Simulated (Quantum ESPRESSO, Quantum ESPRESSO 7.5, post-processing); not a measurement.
# 1T-PtS2, 1 layer: a series in the share of short-range exact exchange

Wanted: a table for 1T-PtS2, 1 layer against the share of short-range exact exchange, and what can be fitted to it.

Program: Quantum ESPRESSO 7.5. Level of theory: plane-wave DFT, PBE, SG15 norm-conserving pseudopotentials (geometry by pw.x at PBE, GBRV ultrasoft). Results are calculated unless marked as measured.

Most raw output is cut from this account.

## 1. The starting structure

The cell holds 3 atoms: 2 S and 1 Pt. Its edges and angles: a = 3.570 Å, b = 3.570 Å, c = 17.014 Å, α = 90.0°, β = 90.0°, γ = 120.0°. It derives from PtS2. Vacuum lies along c.

Set-up: Cell and atoms are relaxed under PBE (GBRV files) and held. Screened hybrids with norm-conserving files, screening 0.106 per bohr, fixed occupations, a 9×9×1 mesh with exchange on 3×3×1 q points. Levels count from the potential in the middle of the vacuum.

Members 0.15, 0.2 and 0.25 took the same steps and show in the table alone.

## 2. Variable-cell relaxation of the reference

What the set-up leaves free in this member is relaxed.

File ref.relax.in:

```
&control
  prefix = 'ref.relax'
  outdir = './out'
  pseudo_dir = './pseudo'
  nstep = 80
  forc_conv_thr = 0.0004
  calculation = 'vc-relax'
  etot_conv_thr = 1e-06
/
&system
  ibrav = 0
  nat = 3
  ntyp = 2
  ecutwfc = 50
  ecutrho = 250
  occupations = 'smearing'
  smearing = 'fd'
  degauss = 0.004
/
&electrons
  conv_thr = 1e-09
  mixing_beta = 0.4
  electron_maxstep = 120
  mixing_mode = 'plain'
/
&ions
/
&cell
  cell_dofree = '2Dxy'
  press_conv_thr = 0.3
/
ATOMIC_SPECIES
  S   32.0600  s_pbe_v1.4.uspp.F.UPF
  Pt  195.0840  pt_pbe_v1.4.uspp.F.UPF
CELL_PARAMETERS angstrom
  3.57000000000000 0.00000000000000 0.00000000000000
  -1.78500000000000 3.09171069151045 0.00000000000000
  0.00000000000000 0.00000000000000 17.01408639338038
ATOMIC_POSITIONS crystal
  S   0.666666666700 0.333333333300 0.440811209406
  Pt  0.000000000000 0.000000000000 0.500000000000
  S   0.333333333300 0.666666666700 0.559188790594
K_POINTS automatic
  12 12 1 0 0 0
```

Command:

```console
> OMP_NUM_THREADS=1 mpirun -n 4 pw.x -nk 4 -in ref.relax.in > ref.relax.out
```

Elapsed: 3.5 min, on 4 MPI ranks of Arm Neoverse V1, shared host; peak memory 0.65 GiB.

Relaxation path:

| step | energy less that of the first step (eV) | largest force (eV/Å) | volume (Å³) |
| --- | --- | --- | --- |
| 1 | 0.0000 | 3.1298 | 187.79 |
| 2 | -0.4308 | 1.7837 | 191.94 |
| 3 | -0.6222 | 0.5927 | 195.34 |
| 4 | -0.6439 | 0.1940 | 195.84 |
| 5 | -0.6511 | 0.0593 | 195.27 |
| 6 | -0.6602 | 0.0434 | 193.92 |
| 7 | -0.6708 | 0.1089 | 191.55 |
| 8 | -0.6774 | 0.0917 | 188.38 |
| 9 | -0.6780 | 0.0360 | 188.02 |
| 10 | -0.6781 | 0.0007 | 188.04 |
| 11 | -0.6782 | 0.0000 | 188.06 |
| 12 | -0.6782 | 0.0000 | 188.06 |

| cell as run | before | after | change |
| --- | --- | --- | --- |
| a (Å) | 3.570 | 3.573 | +0.1 % |
| b (Å) | 3.570 | 3.573 | +0.1 % |

The atoms that moved most (Å, along periodic axes as changes of fractional coordinates times the final cell, across vacuum about the mean position):

| atom | dx | dy | dz | length |
| --- | --- | --- | --- | --- |
| S1 | 0.000 | 0.000 | -0.222 | 0.222 |
| S3 | 0.000 | 0.000 | 0.222 | 0.222 |

The relaxed structure:

```xyz
3
Lattice="3.5726 0.0000 0.0000 -1.7863 3.0940 0.0000 0.0000 0.0000 17.0141" Properties=species:S:1:pos:R:3
S     1.7863    1.0313    7.2781
Pt    0.0000    0.0000    8.5070
S     0.0000    2.0626    9.7360
```

 The last row is no step: it is a fresh SCF in the final cell with a new plane-wave basis, -0 meV from the row before.

This step gave:

| Item | Value |
| --- | --- |
| free energy | -3523.5112 eV |
| Fermi energy | -0.7116 eV |

## 3. SCF with pw.x, 0

The self-consistent run of this member.

Level of this step: plane-wave DFT, PBE, SG15 norm-conserving pseudopotentials (Quantum ESPRESSO 7.5).

File m0.scf.in:

```
&control
  prefix = 'm0.scf'
  outdir = './out'
  pseudo_dir = './pseudo'
  calculation = 'scf'
  tprnfor = .true.
/
&system
  ibrav = 0
  nat = 3
  ntyp = 2
  ecutwfc = 60
  ecutrho = 240
  occupations = 'fixed'
  nbnd = 18
/
&electrons
  conv_thr = 1e-08
  mixing_beta = 0.6
  electron_maxstep = 120
/
ATOMIC_SPECIES
  S   32.0600  S_ONCV_PBE-1.2.upf
  Pt  195.0840  Pt_ONCV_PBE-1.2.upf
CELL_PARAMETERS angstrom
  3.57259010200000 0.00000000000000 0.00000000000000
  -1.78629505100000 3.09395378600000 0.00000000000000
  0.00000000000000 0.00000000000000 17.01408639300000
ATOMIC_POSITIONS crystal
  S   0.666666666700 0.333333333300 0.427769311700
  Pt  0.000000000000 0.000000000000 0.500000000000
  S   0.333333333300 0.666666666700 0.572230688300
K_POINTS automatic
  9 9 1 0 0 0
```

Command:

```console
> OMP_NUM_THREADS=1 mpirun -n 4 pw.x -nk 4 -in m0.scf.in > m0.scf.out
```

The job ended after 14 s (4 MPI ranks; peak memory 0.43 GiB; 54 s of CPU time).

This step gave:

```
free energy                          : -3858.6192 eV
valence top, on the run's zero       : -1.596 eV
conduction bottom, on the run's zero : 0.2287 eV
gap by band count                    : 1.825 eV
```

## 4. Potential by pp.x, 0

plot_num = 11 writes the bare and Hartree potential, from which vacuum levels or, in a crystal, the mean potential are read.

File m0.pot.in:

```
&inputpp
  prefix = 'm0.scf'
  outdir = './out'
  filplot = 'm0.pot.dat'
  plot_num = 11
/
```

Command:

```console
> OMP_NUM_THREADS=1 mpirun -n 4 pp.x -in m0.pot.in > m0.pot.out
```

Wall time 0.73 s (4 MPI ranks); peak memory 0.09 GiB.

Read from the output:

| Item | Value |
| --- | --- |
| potential in the middle of the vacuum, over the valence top | 6.397 eV |

Electrostatic potential energy of an electron; zero at the highest filled level of the SCF mesh. Table of potential energy, planar mean by z:

z (Å), potential energy, planar mean (eV) and a bar from the least value:
```
      0.0        6.4 ##############################
      0.5        6.4 ##############################
      1.0        6.4 ##############################
      1.5        6.4 ##############################
      2.0        6.4 ##############################
      2.5        6.4 ##############################
      3.0        6.4 ##############################
      3.5        6.4 ##############################
      4.0        6.4 ##############################
      4.5        6.4 ##############################
      5.0        6.4 ##############################
      5.5        6.2 ##############################
      6.0        5.6 #############################
      6.5        2.7 ##########################
      7.0       -9.3 ###############
      7.5      -13.6 ##########
      8.0      -10.9 #############
      8.5      -24.1 
      9.0      -11.4 #############
      9.5      -13.2 ###########
     10.0       -9.8 ##############
     10.5        2.5 ##########################
     11.0        5.6 #############################
     11.5        6.2 ##############################
     12.0        6.4 ##############################
     12.5        6.4 ##############################
     13.0        6.4 ##############################
     13.5        6.4 ##############################
     14.0        6.4 ##############################
     14.5        6.4 ##############################
     15.0        6.4 ##############################
     15.5        6.4 ##############################
     16.0        6.4 ##############################
     16.5        6.4 ##############################
```

## 5. Ground state, 0.1

Level of this step: plane-wave DFT, screened hybrid with 0.1 exact exchange, SG15 norm-conserving pseudopotentials (Quantum ESPRESSO 7.5). input_dft overrides the functional of the files.

m1.scf.in is the input of step 3 with these lines changed:

```diff
@@ -1,3 +1,3 @@
 &control
-  prefix = 'm0.scf'
+  prefix = 'm1.scf'
   outdir = './out'
@@ -15,2 +15,8 @@
   nbnd = 18
+  input_dft = 'hse'
+  exx_fraction = 0.1
+  nqx1 = 3
+  nqx2 = 3
+  nqx3 = 1
+  ecutfock = 60
 /
```

Command:

```console
> OMP_NUM_THREADS=1 mpirun -n 4 pw.x -nk 4 -in m1.scf.in > m1.scf.out
```

The job ended after 65 s (4 MPI ranks; peak memory 2.8 GiB; 4.3 min of CPU time).

Numbers from this step:

```
free energy                          : -3858.2314 eV
valence top, on the run's zero       : -1.890 eV
conduction bottom, on the run's zero : 0.3064 eV
gap by band count                    : 2.196 eV
```

## 6. SCF with pw.x, 0.3

Level of this step: plane-wave DFT, screened hybrid with 0.3 exact exchange, SG15 norm-conserving pseudopotentials (Quantum ESPRESSO 7.5). input_dft overrides the functional of the files.

m5.scf.in is the input of step 5 with these lines changed:

```diff
@@ -1,3 +1,3 @@
 &control
-  prefix = 'm1.scf'
+  prefix = 'm5.scf'
   outdir = './out'
@@ -16,3 +16,3 @@
   input_dft = 'hse'
-  exx_fraction = 0.1
+  exx_fraction = 0.3
   nqx1 = 3
```

Command:

```console
> OMP_NUM_THREADS=1 mpirun -n 4 pw.x -nk 4 -in m5.scf.in > m5.scf.out
```

Wall time 1.8 min (4 MPI ranks); peak memory 2.8 GiB.

Numbers from this step:

| Quantity | Value |
| --- | --- |
| free energy | -3857.5414 eV |
| valence top, on the run's zero | -2.463 eV |
| conduction bottom, on the run's zero | 0.5011 eV |
| gap by band count | 2.964 eV |

## 7. Self-consistent run, 0.4

Level of this step: plane-wave DFT, screened hybrid with 0.4 exact exchange, SG15 norm-conserving pseudopotentials (Quantum ESPRESSO 7.5). input_dft overrides the functional of the files.

m6.scf.in is the input of step 6 with these lines changed:

```diff
@@ -1,3 +1,3 @@
 &control
-  prefix = 'm5.scf'
+  prefix = 'm6.scf'
   outdir = './out'
@@ -16,3 +16,3 @@
   input_dft = 'hse'
-  exx_fraction = 0.3
+  exx_fraction = 0.4
   nqx1 = 3
```

Command:

```console
> OMP_NUM_THREADS=1 mpirun -n 4 pw.x -nk 4 -in m6.scf.in > m6.scf.out
```

The job ended after 2 min (4 MPI ranks; peak memory 2.8 GiB).

This step gave:

* free energy: -3857.2379 eV
* valence top, on the run's zero: -2.727 eV
* conduction bottom, on the run's zero: 0.6166 eV
* gap by band count: 3.344 eV

## 8. The series side by side

The series in one table:

| the share of short-range exact exchange (0.25 is HSE06, 0 is PBE) | gap on the mesh (eV) | vacuum level over the valence top (eV) |
| --- | --- | --- |
| 0 | 1.825 | 6.397 |
| 0.1 | 2.196 | 6.694 |
| 0.15 | 2.389 | 6.844 |
| 0.2 | 2.584 | 6.994 |
| 0.25 | 2.781 | 7.142 |
| 0.3 | 2.964 | 7.274 |
| 0.4 | 3.344 | 7.542 |

## 9. By hand

A line through all members has gap = 1.821 + 3.811 α eV and misses single members by up to 0.007 eV; a gap of 2.32 eV, 0.5 above the first member's, would need α = (2.32 − 1.821)/3.811 = 0.13.

## 10. Outcome

```json
{
  "gap at a share of 0.25 (HSE06)": "2.78 eV",
  "gap on the mesh, at 0 and at 0.4": "1.82, 3.34 eV",
  "vacuum level over the valence top, at 0 and at 0.4": "6.40, 7.54 eV"
}
```

**Reading.** The series holds 7 members; gap at a share of 0.25 (HSE06): 2.78 eV. From 0 to 0.4 the gap on the mesh rises from 1.82 to 3.34 eV. From 0 to 0.4 the vacuum level over the valence top rises from 6.40 to 7.54 eV. The valence top sinks by 2.88 eV and the gap opens by 3.81 eV per unit share, so the valence top carries 75 % of the opening. Gaps are those of the mesh; no spin-orbit coupling; the q mesh was not tested; the geometry stays that of PBE.

[Logs are printed without paths, hosts, clocks, repeated set-up lines and the standing remarks that a program may print on its own settings, such as how far it seeks lower states.]

[Hosts, paths, dates, database ids (printed as entryN), source tags and the programs' standing remarks are cut or masked in the printed files.]

[Maps of the electrostatic potential energy from Ansatz leave out the sawtooth potential of an applied field or a dipole correction, so their vacuum need not be flat; planar profiles and work functions include it.]
